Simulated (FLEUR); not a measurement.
## Magnetic state of GdNi2 from several starts

Does GdNi2 prefer parallel or opposed moments?

Method: LDA (VWN) with U = 6.7 eV, J = 0.7 eV on Gd f; all-electron FLAPW, Dirac cores, scalar-relativistic bands, in FLEUR MaX-R8.1.

**1. The structure**

It takes space group Fd-3m (No. 227, cubic). Conventional cell: a = 7.146 Å, b = 7.146 Å, c = 7.146 Å, α = 90.00°, β = 90.00°, γ = 90.00°. Gd has 12 Ni at 2.96 Å and 4 Gd at 3.09 Å nearest. Ni has 6 Ni at 2.53 Å and 6 Gd at 2.96 Å nearest. Farther neighbours are not listed.

Structure file:

```cif
data_structure
_symmetry_space_group_name_H-M 'P 1'
_symmetry_Int_Tables_number 1
_cell_length_a 5.0531
_cell_length_b 5.0531
_cell_length_c 5.0531
_cell_angle_alpha 60.000
_cell_angle_beta 60.000
_cell_angle_gamma 60.000
_cell_volume 91.23
loop_
_atom_site_label
_atom_site_type_symbol
_atom_site_fract_x
_atom_site_fract_y
_atom_site_fract_z
_atom_site_occupancy
Gd1 Gd 0.00000 0.00000 0.00000 1
Gd2 Gd 0.25000 0.25000 0.25000 1
Ni3 Ni 0.62500 0.62500 0.62500 1
Ni4 Ni 0.12500 0.62500 0.62500 1
Ni5 Ni 0.62500 0.12500 0.62500 1
Ni6 Ni 0.62500 0.62500 0.12500 1
```

The cell comes from a database of computed structures and need not be the stable phase.

**2. Order 1, typed as ferro ++++++**

The parallel start is the test of whether parallel moments hold. The U counters the self-interaction that shrinks the moments of a localised shell.

The file n_mmp_mat seeds the f occupations with whole cubic orbitals by Hund's first rule, so that the U acts from the first pass. inpgen writes inp.xml from crystal.txt; cutoffs, mixing, functional, smearing and local orbitals are then set in the file. The k list default-1 (kpts.xml, not shown) is a Γ-centred 8×8×8 mesh; where the ranks do not divide the number of points, some are split in two of half the weight. The seed on Ni dies away in this run, so the pattern is judged on the other seeded atoms.

Input file inp.xml:

```
<?xml version="1.0" encoding="UTF-8" standalone="no"?>
<fleurInput fleurInputVersion="0.39">
   <comment>
      GdNi2
   </comment>
   <calculationSetup>
      <cutoffs Kmax="3.6" Gmax="10.8" GmaxXC="10.8" numbands="0"/>
      <scfLoop itmax="130" minDistance="0.0001" maxIterBroyd="15" imix="Anderson" alpha="0.05" precondParam="0.0" spinf="2.0" sdNocoIR="T"/>
      <coreElectrons ctail="T" frcor="F" kcrel="0" coretail_lmax="0"/>
      <xcFunctional name="vwn" relativisticCorrections="F"/>
      <magnetism jspins="2"/>
      <soc l_soc="F" theta="0.0" phi="0.0" spav="F"/>
      <expertModes spex="0" secvar="F"/>
      <geometryOptimization l_f="F" forcealpha="1.0" forcemix="BFGS" epsdisp="0.00001" epsforce="0.00001"/>
      <ldaU l_linMix="F" mixParam="0.05" spinf="1.0"/>
   </calculationSetup>
   <cell>
      <bzIntegration valenceElectrons="108.0" mode="hist" fermiSmearingEnergy="0.00293995">
         <kPointListSelection listName="default-1"/>
         <xi:include xmlns:xi="http://www.w3.org/2001/XInclude" href="kpts.xml"> </xi:include>
      </bzIntegration>
      <xi:include xmlns:xi="http://www.w3.org/2001/XInclude" href="sym.xml"> </xi:include>
      <bulkLattice scale="1.0">
         <bravaisMatrix>
            <row-1>    0.0000000000000000     6.7521339302463481     6.7521339302463481</row-1>
            <row-2>    6.7521339302463481     0.0000000000000000     6.7521339302463481</row-2>
            <row-3>    6.7521339302463481     6.7521339302463481     0.0000000000000000</row-3>
         </bravaisMatrix>
      </bulkLattice>
   </cell>
   <atomSpecies>
      <species name="Gadolinium7.000" element="Gd" atomicNumber="64">
         <mtSphere radius="2.8" gridPoints="925" logIncrement="0.014"/>
         <atomicCutoffs lmax="10" lnonsphr="8"/>
         <electronConfig flipSpins="F">
            <coreConfig>(1s1/2) (2s1/2) (2p1/2) (2p3/2) (3s1/2) (3p1/2) (3p3/2) (4s1/2) (3d3/2) (3d5/2) (4p1/2) (4p3/2) (4d3/2) (4d5/2)</coreConfig>
            <valenceConfig>(5s1/2) (5p1/2) (5p3/2) (6s1/2) (4f5/2) (4f7/2) (5d3/2) (5d5/2)</valenceConfig>
            <stateOccupation state="(4f5/2)" spinUp="2.5" spinDown="0.5"/>
            <stateOccupation state="(4f7/2)" spinUp="4.0" spinDown="0.0"/>
            <stateOccupation state="(5d3/2)" spinUp="0.4" spinDown="0.0"/>
            <stateOccupation state="(5d5/2)" spinUp="0.6" spinDown="0.0"/>
         </electronConfig>
         <energyParameters s="6" p="6" d="5" f="4"/>
         <ldaU l="3" U="6.7" J="0.7" l_amf="F"/>
         <lo type="SCLO" l="0" n="5" eDeriv="0"/>
         <lo type="SCLO" l="1" n="5" eDeriv="0"/>
      </species>
      <species name="Nickel (Ni1.001" element="Ni" atomicNumber="28">
         <mtSphere radius="2.33" gridPoints="771" logIncrement="0.016"/>
         <atomicCutoffs lmax="8" lnonsphr="6"/>
         <electronConfig flipSpins="F">
            <coreConfig>(1s1/2) (2s1/2) (2p1/2) (2p3/2)</coreConfig>
            <valenceConfig>(3s1/2) (3p1/2) (3p3/2) (4s1/2) (3d3/2) (3d5/2)</valenceConfig>
            <stateOccupation state="(3d3/2)" spinUp="1.6" spinDown="1.6"/>
            <stateOccupation state="(3d5/2)" spinUp="2.9005" spinDown="1.8995"/>
         </electronConfig>
         <energyParameters s="4" p="4" d="3" f="4"/>
         <lo type="SCLO" l="0" n="3" eDeriv="0"/>
         <lo type="SCLO" l="1" n="3" eDeriv="0"/>
      </species>
   </atomSpecies>
   <atomGroups>
      <atomGroup species="Gadolinium7.000">
         <relPos label="                   1">-1.000/8.000 -1.000/8.000 -1.000/8.000</relPos>
         <relPos label="                   2">1.000/8.000 1.000/8.000 1.000/8.000</relPos>
         <force calculate="T" relaxXYZ="TTT"/>
      </atomGroup>
      <atomGroup species="Nickel (Ni1.001">
         <relPos label="                   3">1.000/2.000 1.000/2.000 1.000/2.000</relPos>
         <relPos label="                   4">.0000000000 1.000/2.000 1.000/2.000</relPos>
         <relPos label="                   5">1.000/2.000 .0000000000 1.000/2.000</relPos>
         <relPos label="                   6">1.000/2.000 1.000/2.000 .0000000000</relPos>
         <force calculate="T" relaxXYZ="TTT"/>
      </atomGroup>
   </atomGroups>
   <output dos="F" band="F" slice="F">
      <bandDOS minEnergy="-.5*Htr" maxEnergy="0.5*Htr" sigma="0.015" storeEVData="T"/>
      <plotting iplot="0" polar="F">
         <plot TwoD="T" vec1="  1.0  0.0  0.0" vec2="  0.0  1.0  0.0" vec3="  0.0  0.0  1.0" zero="  0.0  0.0  0.0" file="plot"/>
      </plotting>
      <moessbauerParams electricFieldGradient="F" isomerShift="F" coreHyperfine="F" valenceHyperfine="F"/>
   </output>
</fleurInput>
```

Input file crystal.txt:

```
GdNi2
&input film=F cartesian=F /
0.00000000000  3.57307540090  3.57307540090
3.57307540090  0.00000000000  3.57307540090
3.57307540090  3.57307540090  0.00000000000
1.8897261246
1.0 1.0 1.0

6
64 0.00000000000  0.00000000000  0.00000000000 : 7.000
64 0.25000000000  0.25000000000  0.25000000000 : 7.000
28 0.62500000000  0.62500000000  0.62500000000 : 1.001
28 0.12500000000  0.62500000000  0.62500000000 : 1.001
28 0.62500000000  0.12500000000  0.62500000000 : 1.001
28 0.62500000000  0.62500000000  0.12500000000 : 1.001

&kpt div1=8 div2=8 div3=8 gamma=T /
```

Started as:

```console
$ OMP_NUM_THREADS=1 inpgen -f crystal.txt > inpgen.log  # inp.xml is then edited as shown
$ OMP_NUM_THREADS=1 mpirun -n 4 fleur_MPI > fleur.log
```

The log of the run:

```text
Welcome to FLEUR        (www.flapw.de)
      MaX-Release 8.1          (www.max-centre.eu)

 ========== k-point set info ==========
 Selected k-point list: default-1
 k-point list type: mesh
 0 x 0 x 0
 Number of k points: 32

 ------------Calculation Setup---------------------------
 Number of MPI-tasks      :            4
 Number of PE/node        :            4
 Number of OMP-threads    :            1
 k-points in parallel     :            4
 pe's per k-point         :            1
 No of k-point loops      :            8
 Eigenvalue solver        :       lapack
 Number of basis functions:          567
 Approximate size of matrices (H+S) per k-point:         0.005 GB
 --------------------------------------------------------
 Iteration:     1   Distance:      33.44799175 me/bohr^3
 Iteration:     2   Distance:      31.62619380 me/bohr^3
 Iteration:     3   Distance:      26.08504264 me/bohr^3
 Iteration:     4   Distance:      33.55950030 me/bohr^3
 Iteration:     5   Distance:       7.28835277 me/bohr^3
 Iteration:     6   Distance:       6.94946149 me/bohr^3
 Iteration:     7   Distance:       9.21299433 me/bohr^3
 Iteration:     8   Distance:       5.56009235 me/bohr^3
 Iteration:     9   Distance:       3.90586007 me/bohr^3
 Iteration:    10   Distance:       3.12633462 me/bohr^3
 Iteration:    11   Distance:       2.93833997 me/bohr^3
 Iteration:    12   Distance:       3.50446550 me/bohr^3
 Iteration:    13   Distance:       3.08034578 me/bohr^3
 Iteration:    14   Distance:       0.99514682 me/bohr^3
 Iteration:    15   Distance:       1.30446608 me/bohr^3
 Iteration:    16   Distance:       0.42994268 me/bohr^3
 Iteration:    17   Distance:       0.22606706 me/bohr^3
 Iteration:    18   Distance:       0.16649359 me/bohr^3
 Iteration:    19   Distance:       0.26191931 me/bohr^3
 Iteration:    20   Distance:       0.04117312 me/bohr^3
 Iteration:    21   Distance:       0.02923249 me/bohr^3
 Iteration:    22   Distance:       0.02649978 me/bohr^3
 Iteration:    23   Distance:       0.00292275 me/bohr^3
 Iteration:    24   Distance:       0.00290314 me/bohr^3
 Iteration:    25   Distance:       0.00412216 me/bohr^3
 Iteration:    26   Distance:       0.00096497 me/bohr^3
 Iteration:    27   Distance:       0.00100331 me/bohr^3
 Iteration:    28   Distance:       0.00007539 me/bohr^3

 ********************************************************************
 Run finished successfully
 Stop message:
   all done
 ********************************************************************

--- out.xml (last complete iteration) ---
<iteration numberForCurrentRun="   28" overallNumber="   28">
         [... left out ...]
         <bandgap value="0.0001828314" units="eV"/>
         <sumValenceSingleParticleEnergies value="-69.4846433230" units="Htr"/>
         <FermiEnergy value="0.3660063677" units="Htr"/>
         <valenceDensity>
            <mtCharges spin="1">
               <mtCharge atomType="1" total="11.7475807" s="1.1346320" p="3.0049303" d="0.6188672" f="6.9808383"/>
               <mtCharge atomType="2" total="8.5584930" s="1.2473094" p="3.2021385" d="4.0970262" f="0.0091637"/>
            </mtCharges>
            <mtCharges spin="2">
               <mtCharge atomType="1" total="4.5820782" s="1.1161617" p="2.9645408" d="0.4403901" f="0.0535247"/>
               <mtCharge atomType="2" total="8.6643687" s="1.2509459" p="3.1846002" d="4.2177405" f="0.0084113"/>
            </mtCharges>
            <spinDependentCharge spin="1" total="61.0971612" interstitial="3.3680277" mtSpheres="57.7291335"/>
            <spinDependentCharge spin="2" total="46.9028388" interstitial="3.0812078" mtSpheres="43.8216310"/>
            <totalCharge value="108.0000000000"/>
         </valenceDensity>
         [... left out ...]
         <allElectronCharges>
            <spinDependentCharge spin="1" total="127.0971612" interstitial="3.3680372" mtSpheres="123.7291240"/>
            <spinDependentCharge spin="2" total="112.9028388" interstitial="3.0812196" mtSpheres="109.8216192"/>
            <totalCharge value="239.9999999867"/>
         </allElectronCharges>
         <magneticMomentsInMTSpheres units="muBohr">
            <globalMagMoment atomType="1" vec="0.00000   0.00000   7.16550"/>
            <localMagMoment atomType="1" vec="0.00000   0.00000   7.16550"/>
            <globalMagMoment atomType="2" vec="0.00000   0.00000  -0.10588"/>
            <localMagMoment atomType="2" vec="0.00000   0.00000  -0.10588"/>
         </magneticMomentsInMTSpheres>
         <moessbauerParams unitsHFF="kG" unitsIS="e/bohr^3" unitsEFG="Htr/bohr^2">
         </moessbauerParams>
         <totalEnergy value="   -28619.7629558853" units="Htr">
            <sumOfEigenvalues value="   -17347.2394167217">
               <coreElectrons value="-17277.7547733987"/>
               <valenceElectrons value="-69.4846433230"/>
            </sumOfEigenvalues>
            <densityCoulombPotentialIntegral value="-47126.7425993449"/>
            <densityEffectivePotentialIntegral value="-48094.9912987351"/>
            <chargeDenXCDenIntegral value="-730.2479771250"/>
            <FockExchangeEnergyValence value="0.0000000000"/>
            <FockExchangeEnergyCore value="0.0000000000"/>
            <atomTypeDependentContributions atomType="1">
               <electronNucleiInteractionDifferentMTs value="27681.0395929354"/>
               <MadelungTerm value="-58.3230881674"/>
            </atomTypeDependentContributions>
            <atomTypeDependentContributions atomType="2">
               <electronNucleiInteractionDifferentMTs value="7295.7865340355"/>
               <MadelungTerm value="-40.2814702031"/>
            </atomTypeDependentContributions>
            <dftUCorrection value="-1.5351242402"/>
            <tkbTimesEntropy value="0.0023337991"/>
            <freeEnergy value="-28619.7652896844"/>
            <extrapolationTo0K value="-28619.7641227848"/>
         </totalEnergy>
         <ldaUDensityMatrix>
            <densityMatrixFor spin="1" atomType="1" uIndex="1" l="3" U="6.70000000" J="0.70000000">
               (+0.99741,+0.00000) (+0.00000,+0.00000) (+0.00000,+0.00000) (+0.00000,+0.00000) (-0.00005,+0.00000) (+0.00000,+0.00000) (+0.00000,+0.00000)
               (+0.00000,+0.00000) (+0.99689,+0.00000) (+0.00000,+0.00000) (+0.00000,+0.00000) (+0.00000,+0.00000) (+0.00059,+0.00000) (+0.00000,+0.00000)
               (+0.00000,+0.00000) (+0.00000,+0.00000) (+0.99744,+0.00000) (+0.00000,+0.00000) (+0.00000,+0.00000) (+0.00000,+0.00000) (-0.00005,+0.00000)
               (+0.00000,+0.00000) (+0.00000,+0.00000) (+0.00000,+0.00000) (+0.99737,+0.00000) (+0.00000,+0.00000) (+0.00000,+0.00000) (+0.00000,+0.00000)
               (-0.00005,+0.00000) (+0.00000,+0.00000) (+0.00000,+0.00000) (+0.00000,+0.00000) (+0.99744,+0.00000) (+0.00000,+0.00000) (+0.00000,+0.00000)
               (+0.00000,+0.00000) (+0.00059,+0.00000) (+0.00000,+0.00000) (+0.00000,+0.00000) (+0.00000,+0.00000) (+0.99689,+0.00000) (+0.00000,+0.00000)
               (+0.00000,+0.00000) (+0.00000,+0.00000) (-0.00005,+0.00000) (+0.00000,+0.00000) (+0.00000,+0.00000) (+0.00000,+0.00000) (+0.99741,+0.00000)
            </densityMatrixFor>
            <densityMatrixFor spin="2" atomType="1" uIndex="1" l="3" U="6.70000000" J="0.70000000">
               (+0.00802,+0.00000) (+0.00000,+0.00000) (+0.00000,+0.00000) (+0.00000,+0.00000) (+0.00022,+0.00000) (+0.00000,+0.00000) (+0.00000,+0.00000)
               (+0.00000,+0.00000) (+0.00675,+0.00000) (+0.00000,+0.00000) (+0.00000,+0.00000) (+0.00000,+0.00000) (+0.00098,+0.00000) (+0.00000,+0.00000)
               (+0.00000,+0.00000) (+0.00000,+0.00000) (+0.00790,+0.00000) (+0.00000,+0.00000) (+0.00000,+0.00000) (+0.00000,+0.00000) (+0.00022,+0.00000)
               (+0.00000,+0.00000) (+0.00000,+0.00000) (+0.00000,+0.00000) (+0.00819,+0.00000) (+0.00000,+0.00000) (+0.00000,+0.00000) (+0.00000,+0.00000)
               (+0.00022,+0.00000) (+0.00000,+0.00000) (+0.00000,+0.00000) (+0.00000,+0.00000) (+0.00790,+0.00000) (+0.00000,+0.00000) (+0.00000,+0.00000)
               (+0.00000,+0.00000) (+0.00098,+0.00000) (+0.00000,+0.00000) (+0.00000,+0.00000) (+0.00000,+0.00000) (+0.00675,+0.00000) (+0.00000,+0.00000)
               (+0.00000,+0.00000) (+0.00000,+0.00000) (+0.00022,+0.00000) (+0.00000,+0.00000) (+0.00000,+0.00000) (+0.00000,+0.00000) (+0.00802,+0.00000)
            </densityMatrixFor>
         </ldaUDensityMatrix>
         <ldaUDensityMatrixConvergence>
            <distance spin="1" distance="0.000000"/>
            <distance spin="2" distance="0.000000"/>
         </ldaUDensityMatrixConvergence>
         <densityConvergence units="me/bohr^3">
            <chargeDensity spin="1" distance="0.0000504021"/>
            <chargeDensity spin="2" distance="0.0000352377"/>
            <overallChargeDensity distance="0.0000753900"/>
            <spinDensity distance="0.0000433645"/>
         </densityConvergence>
      </iteration>
```

The job ended after 1.7 min (4 MPI ranks of Intel Xeon Platinum 8259CL at 2.50GHz (Skylake/Cascade Lake), shared host; peak memory 0.32 GiB).

Spin moment in the muffin-tin sphere by atom:

```
atom  spin moment in the muffin-tin sphere (μB)
 Gd1                                       7.17
 Gd2                                       7.17
 Ni3                                      -0.11
 Ni4                                      -0.11
 Ni5                                      -0.11
 Ni6                                      -0.11
```

Read from the output:

* free energy: -778783.4876 eV
* program's band gap on this mesh (in a metal only a level spacing): 1.83e-4 eV
* magnetization: 14.19 μB
* final state: ferromagnetic, with opposed induced moments

After 28 cycles the largest moment stands at 7.17 μB.

[end of part 1 of 3]

[Logs and program files are shortened in this print: banners, set-up blocks, solver, clock and traceback lines can be left out without a mark of their own.]

[Logs are printed without paths, hosts, clocks, repeated set-up lines and the standing remarks that a program may print on its own settings, such as how far it seeks lower states.]

[Hosts, paths, dates, database ids (printed as entryN), source tags and the programs' standing remarks are cut or masked in the printed files.]

[Where a cell is said to come from a database of computed structures, the database is the Materials Project.]
